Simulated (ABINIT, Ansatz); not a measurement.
# Calculated records

### Ba2H6Os (Fm-3m): G0W0 with ABINIT, start to end

It takes space group Fm-3m (No. 225, cubic). The conventional cell has a = 8.092 Å, b = 8.092 Å, c = 8.092 Å, α = 90.00°, β = 90.00°, γ = 90.00°. Ba has 12 H at 2.88 Å nearest. Nearest to H lie 1 Os at 1.73 Å and 4 H at 2.45 Å and 4 Ba at 2.88 Å. Nearest to Os lie 6 H at 1.73 Å. Farther neighbours, and contacts between anions beyond the nearest, are not listed.

* method: RPA screening on LDA, plane waves, norm-conserving pseudopotentials (and 2 further levels or steps)
* program: ABINIT 10.8.3
* settings: cutoff 33 Ha, PseudoDojo scalar-relativistic 0.4.1 standard, norm-conserving, ngkpt (2, 2, 2), nband 236, ecuteps 6.5 Ha, inclvkb 2, shiftk (0, 0, 0), symchi 1, awtr 1, frequency ppm, 2×2×2 k-mesh
* notes: The program’s warnings: nproc spkpt=  >= nkpt= * nsppol=. The cell and positions are those that the Materials Project relaxed with its own functionals (PBE, PBE+U or r2SCAN), kept fixed. Limits: no spin polarisation; d states lean on the start; no spin-orbit coupling. The 2×2×2 mesh is coarse for this cell, which bears on the long-range parts of exchange and screening. The runs have no spin polarisation. For a closed low-spin shell that is the natural state; where a d or f shell is open it is a constraint, and the gap is then not the crystal’s own.
* LDA gap: 1.78 eV, indirect
* G0W0 gap on the mesh: 2.71 eV
* GW settings: 2×2×2 mesh, 236 bands, screening to 176.9 eV, Godby-Needs plasmon pole
* known limits: short of the basis limit; no spin polarisation; d states lean on the start; no spin-orbit coupling; coarse k mesh

G0W0 moves the gap on the mesh from 1.78 eV to 2.71 eV (+0.93 eV), with Z of 0.78 and 0.82 at the edges. Local fields lower the RPA ε∞ on this mesh from 5.61 to 4.53; a Γ-centred mesh this coarse tends to raise both, most where the direct gap is narrow, while a short band sum lowers them.

[Paths, hosts, dates, memory and timing lines, banners, echoed tables and standing remarks are left out of the program output; an Ansatz launch command may be rebuilt from the run's recorded settings. Measured values are a selection of at most five: reports struck by readers or far from the other reports are left out. None is set beside runs whose start may be inverted or whose files or cutoffs have a known fault.]

[Runs of the session that timed out or met a known fault of the program may be left out.]

[Hosts, paths, dates, database ids (printed as entryN), source tags and the programs' standing remarks are cut or masked in the printed files.]

[G0W0 gaps are taken among the corrected bands and points alone; a level outside them can change the order at an edge.]

[Where Ansatz stands beside ABINIT at settings called matched, ABINIT's density can come from a denser mesh and the files from another edition; pairs whose starting gaps differed by over 0.03 eV were left out, so agreement reads better than it is.]
